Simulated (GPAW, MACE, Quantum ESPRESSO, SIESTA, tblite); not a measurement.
# A vacancy of Ge in Σ5 (001) twist boundary in Ge (77 atoms): do the methods agree on the site?

At which of several sites of Σ5 (001) twist boundary in Ge (77 atoms) does a vacancy of Ge cost least, and do cheaper methods find the same site as plane waves?

The results are calculated values.

**1. The structure**

The cell holds 77 atoms (77 Ge), with edges of 8.95, 8.95 and 22.56 Å. Recipe: diamond-structure Ge (a = 5.658 Å); two grains turned against each other by 36.87 deg about [001]; 1 x 1 coincidence cells, 2 lattice periods a grain, two boundaries a cell, upper grain shifted by [0.031, 0.71] of the boundary cell and opened by 0.2 Å, one atom of each pair nearer than 2.009 Å removed; minimised with a classical potential (one cell length free). Then the atoms were relaxed with MACE MP-0b3 medium in the fixed cell. Regions: lower grain, 40 atoms; upper grain, 37 atoms.

**2. The reference input**

Quantum ESPRESSO 7.5: Kohn-Sham DFT, PBE, SSSP efficiency 1.3.0 pseudopotentials, plane waves. Its input, pw.in, for the unchanged cell:

```
&control
  calculation = 'scf'
  pseudo_dir = './pseudo'
  outdir = './tmp'
  disk_io = 'none'
  tprnfor = .true.
  tstress = .true.
/
&system
  ibrav = 0
  nat = 77
  ntyp = 1
  ecutwfc = 45
  ecutrho = 360
  nosym = .true.
  occupations = 'smearing'
  smearing = 'fd'
  degauss = 0.003675
/
&electrons
  conv_thr = 3.9e-07
  electron_maxstep = 100
  mixing_beta = 0.2
  mixing_mode = 'local-TF'
  diagonalization = 'david'
/
ATOMIC_SPECIES
Ge 72.630 Ge.upf
CELL_PARAMETERS angstrom
8.94608 0.00000 0.00000
0.00000 8.94608 0.00000
0.00000 0.00000 22.56460
ATOMIC_POSITIONS crystal
Ge 0.99471 0.00204 0.01713
Ge 0.19990 0.09232 0.07815
Ge 0.36122 0.21966 0.00578
Ge 0.58341 0.29028 0.06844
[... 71 atom lines left out ...]
Ge 0.92862 0.78418 0.94668
Ge 0.15008 0.40955 0.89568
K_POINTS gamma
```

```console
$ OMP_NUM_THREADS=1 mpirun -np 4 pw.x -in pw.in > output.txt
```

Wall time 5.6 min (4 MPI ranks of Arm Neoverse V1, shared host); peak memory 5.8 GiB; 22 min of CPU time.

It converged with an r.m.s. force component of 0.17 eV/Å and a pressure of 1.1 GPa.

**3. Programs and settings**

The levels share the cells and solve them as single points, though not every level runs every cell. CPU time is summed over a level's finished runs, on a host shared with the other runs, so it is rough; the force column is the median over cells of the r.m.s. difference of force components from the reference.

| level | basis or training data | k-points | runs finished | CPU time | peak memory (GiB) | force difference (meV/Å) |
| --- | --- | --- | --- | --- | --- | --- |
| QE, PBE | plane waves, SSSP efficiency, 45/360 Ry | Γ | 6 of 6 | 2.4 h | 5.8 | reference |
| GPAW dzp, PBE | dzp orbitals, PAW, h 0.18 Å | Γ | 5 of 5 | 31 min | 2.2 | 36 |
| SIESTA DZP, PBE | DZP orbitals, shift 0.01 Ry, mesh 300 Ry | Γ | 5 of 5 | 37 min | 1.8 | 97 |
| tblite GFN1-xTB | tight binding with its own dispersion term | Γ | 5 of 5 | 45 s | 0.15 | 138 |
| MACE MP-0b3 medium | trained on PBE(+U) plane-wave data | - | 6 of 6 | 49 s | 0.83 | 171 |
| MACE MPA-0 medium | trained on PBE(+U) plane-wave data | - | 6 of 6 | 48 s | 0.83 | 142 |

The reference's own r.m.s. force component runs from 157 to 187 meV/Å over these cells. MACE MP-0b3 medium relaxed the atoms, so in the cells that it relaxed its own forces are small, and its entry isn't an independent test there.

**4. The sites**

Each changed cell was relaxed with MACE MP-0b3 medium before the single points. Neighbours are the site's nearest atoms before the change.

| site | nearest atoms | their mean distance (Å) | atoms within 6 Å | region | largest move on relaxing (Å) | longest force left in the reference (eV/Å) |
| --- | --- | --- | --- | --- | --- | --- |
| Ge5 | Ge4 | 2.51 | 34 | lower grain | 1.40 | 0.60 |
| Ge76 | Ge4 | 2.60 | 33 | upper grain | 1.10 | 0.70 |
| Ge29 | Ge4 | 2.51 | 33 | lower grain | 0.77 | 0.56 |
| Ge32 | Ge4 | 2.52 | 37 | lower grain | 0.51 | 0.70 |
| Ge65 | Ge4 | 2.48 | 32 | upper grain | 0.54 | 0.56 |

**5. Site energies**

All changed cells hold the same atoms, so within one level their energies compare with no chemical potential. Energies in eV, less that of Ge5, the reference's cheapest site; the last column is the largest deviation from the reference once each row's mean is taken off.

| level | Ge5 | Ge76 | Ge29 | Ge32 | Ge65 | cheapest | largest deviation |
| --- | --- | --- | --- | --- | --- | --- | --- |
| QE, PBE | 0.00 | 0.50 | 2.15 | 2.53 | 2.65 | Ge5 | - |
| GPAW dzp, PBE | 0.00 | 0.51 | 2.14 | 2.49 | 2.57 | Ge5 | 0.06 |
| SIESTA DZP, PBE | 0.00 | 0.21 | 1.74 | 1.97 | 2.03 | Ge5 | 0.38 |
| tblite GFN1-xTB | 0.00 | 0.16 | 1.41 | 1.31 | 1.38 | Ge5 | 0.71 |
| MACE MP-0b3 medium | 0.00 | 0.08 | 1.29 | 1.49 | 1.51 | Ge5 | 0.69 |
| MACE MPA-0 medium | 0.00 | 0.19 | 1.78 | 1.93 | 2.18 | Ge5 | 0.35 |

**6. Findings**

In the reference the cheapest site is Ge5 (Ge4, lower grain) and the dearest Ge65 (Ge4, upper grain), 2.7 eV higher. All 5 other levels pick the same cheapest site, and 4 give the whole order. GPAW dzp, PBE follows the reference most closely (0.06 eV at worst) and tblite GFN1-xTB least (0.71 eV).

The other programs at PBE deviate by 0.38 eV at most, the learned potentials by 0.35 to 0.69 eV.

Caveats: The geometries are those of MACE MP-0b3 medium; forces of up to 0.70 eV/Å remain in the reference, so relaxing in DFT would lower the energies, by amounts that can differ from site to site and can change the order. For MACE MP-0b3 medium alone these are relaxed energies. Defects interact with their periodic images. Neighbours of a vacancy can rebond in unlike ways from site to site, which enters the differences. Atoms moved by over 1 Å in some relaxations, so part of the differences can come from the host's rearranging. The reference has no spin polarisation, so cut bonds at a vacancy can't carry moments. Only 5 of the 77 Ge sites are compared. Learned potentials don't solve for electrons, so the charge or spin state of a defect can't be set in them. The reference samples only Γ, in a cell whose shortest periodic width is 9 Å. The reference isn't exact: its cutoffs and mesh weren't converged further here. SIESTA's automatically made basis is far from complete, and its potentials were converted by us (checked for H, C, O, Si, Ge and Ca alone). The learned potentials mimic data converged in k, so the sampling error of the reference's coarse mesh counts against them here, while programs on the same mesh share it. Spin–orbit coupling is left out. Where levels are smeared, the DFT runs use Fermi–Dirac occupations at 580 K (0.05 eV), and energies are free energies.

[Logs are printed without paths, hosts, clocks, repeated set-up lines and the standing remarks that a program may print on its own settings, such as how far it seeks lower states.]

[Hosts, paths, dates, database ids (printed as entryN), source tags and the programs' standing remarks are cut or masked in the printed files.]
